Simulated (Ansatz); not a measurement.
# H2O on Al(111), ontop start, 2x2 cell: photoemission fingerprints, part 5 of 5

What would XPS and UPS show for H2O on Al(111), ontop start, 2x2 cell?

Ansatz 0.2.0; DFT, LDA, plane-wave PAW, default files, scalar-relativistic (the session's first sound run).

So far, work function, upper face (eV): step 2 (the clean face) 4.17; step 3 (relaxation) 3.23; step 4 (bands by layer) 3.22.

**6. With PBEsol**

This step: DFT, PBEsol, plane-wave PAW, default files, scalar-relativistic (Ansatz 0.2.0).

The run is repeated with PBEsol on the same cell, to see how much the levels hang on the functional.

The input, input.yaml:

```yaml
crystal:
  lattice:
    - [5.713422792, 0.0, 0.0]
    - [2.856711396, 4.9479692804, 0.0]
    - [0.0, 0.0, 24.4974852626]
  atoms:
    - { symbol: H, position: [0.0649277506, 0.1504272622, 0.6787825526] }
    - { symbol: H, position: [0.7862043865, 0.1536387405, 0.6788546599] }
    - { symbol: O, position: [-0.0163976444, 0.0338499651, 0.6738431978] }
    - { symbol: Al, position: [0.0049176373, -0.0101328844, 0.5910203215] }
    - { symbol: Al, position: [0.4966800074, 0.0066354802, 0.5859357493] }
    - { symbol: Al, position: [0.0002863045, 0.50081873, 0.5851471241] }
    - { symbol: Al, position: [0.4988320562, 0.5009053014, 0.5851926409] }
    - { symbol: Al, position: [0.835732452, 0.3284958012, 0.4938514042] }
    - { symbol: Al, position: [0.3328946327, 0.3342877734, 0.4929413621] }
    - { symbol: Al, position: [0.833241413, 0.8343936268, 0.4930253893] }
    - { symbol: Al, position: [0.3323341411, 0.8344094702, 0.4930536117] }
    - { symbol: Al, position: [0.166666667, 0.166666667, 0.401367527] }
    - { symbol: Al, position: [0.666666667, 0.166666667, 0.401367527] }
    - { symbol: Al, position: [0.166666667, 0.666666667, 0.401367527] }
    - { symbol: Al, position: [0.666666667, 0.666666667, 0.401367527] }
    - { symbol: Al, position: [0.0, 0.0, 0.306153873] }
    - { symbol: Al, position: [0.5, 0.0, 0.306153873] }
    - { symbol: Al, position: [0.0, 0.5, 0.306153873] }
    - { symbol: Al, position: [0.5, 0.5, 0.306153873] }
kpoints:
  mp_grid: { grid: [12, 12, 1] }
scf:
  occupations: { method: fermi_dirac, width: 0.05 }
  n_extra_bands: 19
hamiltonian:
  xc: pbesol
  pseudopotentials: { kind: paw }
output:
  forces: true
  write_potential: true
  volumetric_format: []
  eigenstates:
    kpoints:
      - [0.33333333, -0.33333333, 0.0]
      - [0.25, -0.375, 0.0]
      - [0.16666667, -0.41666667, 0.0]
      - [0.08333333, -0.45833333, 0.0]
      - [0.0, 0.5, 0.0]
      - [-0.08333333, 0.45833333, 0.0]
      # [... 29 more points ...]
      - [0.25, 0.5, 0.0]
      - [0.29166667, -0.41666667, 0.0]
    e_range: [-8.0, 4.0]
    unfold:
      supercell_matrix: [[2, 0, 0], [0, 2, 0], [0, 0, 1]]
      layers:
        axis: 3
        edges: [0.142872, 0.424281, 0.424381, 0.568816, 0.568916, 0.842135]
efield:
  axis: 3
  dipole_correction: true
```

Command:

```console
ansatz run input.yaml --threads 4 --pin off --max-ram 8192MiB --backend cpu --events-out ev --progress --plain --runs-dir out
```

Numbers of over 12 decimals in the logs are rounded to 6 here.

What it wrote:

```text
[...]
Crystal: 19 atoms, lattice volume = 692.540 Å³
Basis set: ecut = 420 eV, 13593 PW (Γ), exchange–correlation on 80×80×360 points (8 copies of the dense FFT grid, shifted against one another)
Bands: 47, of which v1, the nominal top of the filled ones, is band 28 counted from 1 (27 counted from 0)
Symmetry: 1 space group operations
[...]
k-points: 74 of 144 (time reversal used)
[...]
SCF iter   1: F=—  HF=-8981.785932 eV  |F-HF|=—  |Δ(HF+E_count)|=         —  Δρ=2.08e-3  dr2=1.29e-1  ethr=1.77e-3  p=0.131 e·Å  D=3.43e-2 V/Å  ΔV_dip=-0.84 eV  dr2_dipole=3.39e-3  V_vac-E_F(+/−)=3.14/3.98 eV  ⟨swp⟩=11.6  Hψ=23619  notcnv=0  defer=249
[...]
SCF iter   7: F=-8981.774556 eV  HF=-8981.774556 eV  |F-HF|=1.94e-8  |Δ(HF+E_count)|=   3.51e-7  Δρ=2.01e-6  dr2=9.81e-8  ethr=1.79e-10  p=0.166 e·Å  D=4.34e-2 V/Å  ΔV_dip=-1.06 eV  dr2_dipole=2.59e-8  V_vac-E_F(+/−)=3.02/4.09 eV  ⟨swp⟩=38.8  Hψ=38706  notcnv=0
SCF 1 converged in 7 iterations: F = -8981.774556 eV  dr2 = 9.81e-8
[...]
SCF converged after 7 iterations
Free energy (F): -8981.774556 eV
[...]
Internal energy: -8981.718616 eV  (E = F + TS)
E sigma→0 (E₀):  -8981.746586 eV
Entropy (-TS):   -0.055939 eV (-2.944 meV/atom)
Fermi energy:    1.085073 eV
Dipole field:    D = 0.043247 V/Å  (p = 0.165516 e·Å, saw-weighted, corrected)
Work function:   Φ+ = 3.0255 eV   Φ− = 4.0850 eV
[...]
--- Forces (eV/Å), atoms counted from 1 ---
  atom   1  H     -0.07337789    -0.01012676     0.00057091
  atom   2  H      0.07329131    -0.01157101     0.00073317
  atom   3  O     -0.00103198     0.03657395     0.25357371
  atom   4  Al     0.00001727     0.00310135    -0.07054144
  atom   5  Al     0.00085737    -0.02850816     0.09194340
  atom   6  Al    -0.01335945     0.00721153     0.09890900
  atom   7  Al     0.01374834     0.00618769     0.09823896
  atom   8  Al     0.00008303     0.00367297     0.02437243
  atom   9  Al    -0.00017246    -0.00024114     0.02379797
  atom  10  Al     0.00236134    -0.00116125     0.03299331
  atom  11  Al    -0.00251065    -0.00098203     0.03209531
  atom  12  Al    -0.04288244    -0.00851937    -0.16120190
  atom  13  Al     0.04286750    -0.00841039    -0.16223393
  atom  14  Al     0.00027670     0.03672669    -0.20449305
  atom  15  Al    -0.00018559    -0.02010283    -0.10349162
  atom  16  Al    -0.00036073    -0.01866183    -0.00697543
  atom  17  Al     0.00045590    -0.01073346     0.02704645
  atom  18  Al     0.01093166     0.01302388     0.01217672
  atom  19  Al    -0.01100963     0.01257202     0.01255684
  max |Σ_I F_I| component: 7.08e-5 eV/Å
--- Band table (eV; the first three rows and the last of 74) ---
  k-point 0: bands = [... 24 lower, -0.9296, -0.9199, -0.7196, 0.5285, 0.9672, 0.9912, 1.2178, 1.2577, ... 15 higher]
  k-point 1: bands = [... 24 lower, -0.6363, -0.5601, -0.1853, 0.3454, 0.5565, 0.6749, 0.9534, 1.5862, ... 15 higher]
  k-point 2: bands = [... 24 lower, -0.3167, -0.1380, -0.0406, 0.3956, 0.4995, 0.7663, 0.9629, 1.6944, ... 15 higher]
  k-point 73: bands = [... 24 lower, 0.4425, 0.4897, 1.3293, 1.3845, 1.5894, 1.6024, 1.8704, 1.9098, ... 15 higher]
```

Elapsed: 1.8 min, on 4 threads of Intel Xeon at 2.80GHz (Skylake/Cascade Lake), shared host; peak memory 2.3 GiB; 6.9 min of CPU time.

This step gave:

```yaml
free_energy: -8981.7746 eV
energy_at_zero_smearing: -8981.7466 eV
smearing_term_ts: 0.05594 eV
fermi_energy: 1.085 eV
work_function_upper_face: 3.024 eV
work_function_lower_face: 4.086 eV
```

A(k,E), total over k along the path and E. Zero: Fermi level.

Ten even steps from '0' (0.08 eV⁻¹) to '9' (3.22 eV⁻¹), each cell a mean:
```
252146531123333112312211246532
642334512111110122342104555225
514445200221112311331122222356
234445300012221000222131113552
244563120000000001331231113332
333641012100000022112313456313
235450001221012210024214432421
634532000012322100013231100256
366401100000000000023320001464
456300210000000000212231233453
974120021000000002101413334349
562011002200000121002324432265
932002000232222200012241113649
321201200001211000120233366354
131110120000000001200236643541
013120012000000012101232346300
012111001210001220002126752000
002212100122222100021221110000
001221200000000000211220000000
000321121011111111212210000000
000132122000000012112200000000
000012202210001220121100000000
```
Columns: k along the path (Å⁻¹) from 0 to 3.47; rows upwards: E (eV) from -7.7 to 3.07.

Peaks of A(k,E) at the labelled points: for each region the eleven nearest the zero at most, each over 6 % of that point's highest, less those above the energy where the solved bands run out; weight and spread sum the levels within three half widths or 0.3 eV, so near peaks share levels. Peaks of the spectral function, the first 40 of 87 rows:

| point | weight on | E (eV) | A (1/eV) | weight near the peak | rms spread of levels (eV) |
| --- | --- | --- | --- | --- | --- |
| K | total | -3.14 | 4.823 | 3.028 | 0.062 |
| K | total | -2.1 | 4.445 | 2.984 | 0.08 |
| K | total | -0.68 | 3.358 | 2.041 | 0.088 |
| K | total | 0.4 | 1.723 | 0.94 | 0 |
| K | total | 2.14 | 4.044 | 2.767 | 0.104 |
| K | top | -6.82 | 0.235 | 0.138 | 0 |
| K | top | -5.74 | 0.15 | 0.096 | 0.145 |
| K | top | -3.12 | 0.288 | 0.187 | 0.177 |
| K | top | -2.14 | 0.732 | 0.477 | 0.088 |
| K | top | -0.7 | 0.855 | 0.554 | 0.142 |
| K | top | 0.4 | 0.366 | 0.195 | 0 |
| K | top | 1.38 | 0.223 | 0.098 | 0.111 |
| K | top | 2.14 | 1.032 | 0.707 | 0.108 |
| K | middle | -3.14 | 2.797 | 1.775 | 0.044 |
| K | middle | -2.1 | 1.451 | 0.97 | 0.084 |
| K | middle | -0.7 | 1.092 | 0.649 | 0.054 |
| K | middle | 0.4 | 0.584 | 0.322 | 0 |
| K | middle | 2.14 | 1.066 | 0.73 | 0.104 |
| K | bottom | -3.14 | 1.738 | 1.064 | 0.039 |
| K | bottom | -2.1 | 2.276 | 1.536 | 0.073 |
| K | bottom | -0.68 | 1.416 | 0.837 | 0.045 |
| K | bottom | 0.4 | 0.772 | 0.422 | 0 |
| K | bottom | 2.14 | 1.945 | 1.33 | 0.102 |
| Γ | total | -6.66 | 0.725 | 0.409 | 0 |
| Γ | total | -5.58 | 1.355 | 0.828 | 0.046 |
| Γ | total | -3.3 | 1.501 | 0.952 | 0.093 |
| Γ | total | -1.8 | 0.128 | 0.031 | 0.046 |
| Γ | total | -0.56 | 1.456 | 0.894 | 0.039 |
| Γ | total | 0.36 | 0.247 | 0.085 | 0.143 |
| Γ | total | 1.5 | 1.513 | 0.917 | 0.063 |
| Γ | total | 2.58 | 0.874 | 1.05 | 0.235 |
| Γ | total | 3.02 | 1.546 | 2.008 | 0.316 |
| Γ | top | -6.66 | 0.362 | 0.215 | 0 |
| Γ | top | -5.58 | 0.372 | 0.225 | 0.067 |
| Γ | top | -3.3 | 0.386 | 0.246 | 0.111 |
| Γ | top | -1.8 | 0.051 | 0.016 | 0.054 |
| Γ | top | -0.56 | 0.459 | 0.28 | 0.046 |
| Γ | top | 0.38 | 0.106 | 0.042 | 0.143 |
| Γ | top | 1.5 | 0.78 | 0.482 | 0.071 |
| Γ | top | 2.56 | 0.447 | 0.508 | 0.248 |

From the Fermi level. Table of planar mean, electrostatic potential by z:

z (Å), planar mean, electrostatic potential (eV) and a bar from the least value:
```
      0.0       3.63 #############################
      0.5       3.85 #############################
      1.0       4.06 ##############################
      1.5       4.09 ##############################
      2.0       4.09 ##############################
      2.5       4.09 ##############################
      3.0       4.09 ##############################
      3.5       4.08 ##############################
      4.0       4.08 ##############################
      4.5       4.06 ##############################
      5.0       3.98 ##############################
      5.5       3.73 #############################
      6.0       2.83 ###########################
      6.5      -0.11 ###################
      7.0      -6.02 ####
      7.5      -7.35 
      8.0      -6.12 ###
      8.5      -1.06 #################
      9.0      -2.46 #############
      9.5      -7.03 #
     10.0      -7.39 
     10.5      -4.58 #######
     11.0      -1.04 #################
     11.5      -5.46 #####
     12.0      -7.46 
     12.5      -6.69 ##
     13.0      -1.79 ###############
     13.5      -2.16 ##############
     14.0      -6.76 ##
     14.5      -7.31 
     15.0      -4.92 #######
     15.5       0.60 #####################
     16.0       1.27 #######################
     16.5      -1.28 ################
     17.0       0.96 ######################
     17.5       2.69 ##########################
     18.0       2.95 ###########################
     18.5       3.00 ###########################
     19.0       3.02 ###########################
     19.5       3.02 ###########################
     20.0       3.02 ###########################
     20.5       3.02 ###########################
     21.0       3.02 ###########################
     21.5       3.02 ###########################
     22.0       3.02 ###########################
     22.5       3.02 ###########################
     23.0       3.02 ###########################
     23.5       3.20 ############################
     24.0       3.42 ############################
```

Levels are drawn here with a half width of 0.2 eV, so heights of A(k,E) don't compare between steps with other widths.

The two runs compared:

| quantity | this run | base run | difference |
| --- | --- | --- | --- |
| work function, upper face (eV) | 3.0238 | 3.2182 | -0.194 |
| work function, lower face (eV) | 4.0861 | 4.1974 | -0.111 |

One result that differs is the work function, upper face, 3.02 eV against 3.22 eV.

**7. Results**

```yaml
work_function: 3.22 eV (other face 4.20 eV)
change_from_the_clean_face: -0.95 eV
al_core_shifts_among_the_listed_atoms_from_the_last_listed_one: -0.06 to +0.48 eV
```

In words: The Fermi level of H2O on Al(111), ontop start, 2x2 cell lies 3.22 eV (other face 4.20 eV) below the vacuum, a change of -0.95 eV from the clean face. No level with weight over 0.3 between −3.0 and 3.0 eV at the labelled points has over 60 % of its weight in the top region and under 6 % in the middle, the test used here for a surface state; levels near these limits can still be surface states of a thicker slab. After relaxation O3 stands 2.13 Å above the top layer, bonded to 1 Al atom at 2.04 Å. The bare lower face differs from the lower face of the clean 1×1 slab by 0.04 eV, a measure of the error from mesh and slab. Core shifts: Al -0.06 to +0.48 eV. Among the sites run, the most bound Al 2p level is that of Al4 (layer 1), bonded to 9 Al and 1 O; the least bound, 0.54 eV shallower, that of Al6 (layer 1), bonded to 9 Al. At 21.2 eV the valence spectrum has its highest listed peaks within 10.8 eV at 6.7 eV (O 2p) and 8.4 eV (O 2p). At 1486.7 eV the valence spectrum has its highest listed peaks within 13 eV at 0.4 eV (Al 3s), 1.1 eV (Al 3s), 2.9 eV (Al 3s), 3.8 eV (Al 3s) and 4.7 eV (Al 3s). The shell named is the one with most of the intensity, cross sections included, not always the one with most states there. In the main run, from 1486.7 eV towards hard X-rays the Al 3s share grows by 15 points, as its cross section falls more slowly with photon energy than those of the shells it gains on. With PBEsol, the work function moves from 3.22 to 3.02 eV. The slab's own atoms span 7.0 Å, so bulk bands appear as a few quantum-well levels, and states of the two faces can mix.

[Logs are printed without paths, hosts, clocks, repeated set-up lines and the standing remarks that a program may print on its own settings, such as how far it seeks lower states.]

[Hosts, paths, dates, database ids (printed as entryN), source tags and the programs' standing remarks are cut or masked in the printed files.]

[Maps of the electrostatic potential energy from Ansatz leave out the sawtooth potential of an applied field or a dipole correction, so their vacuum need not be flat; work functions include it.]
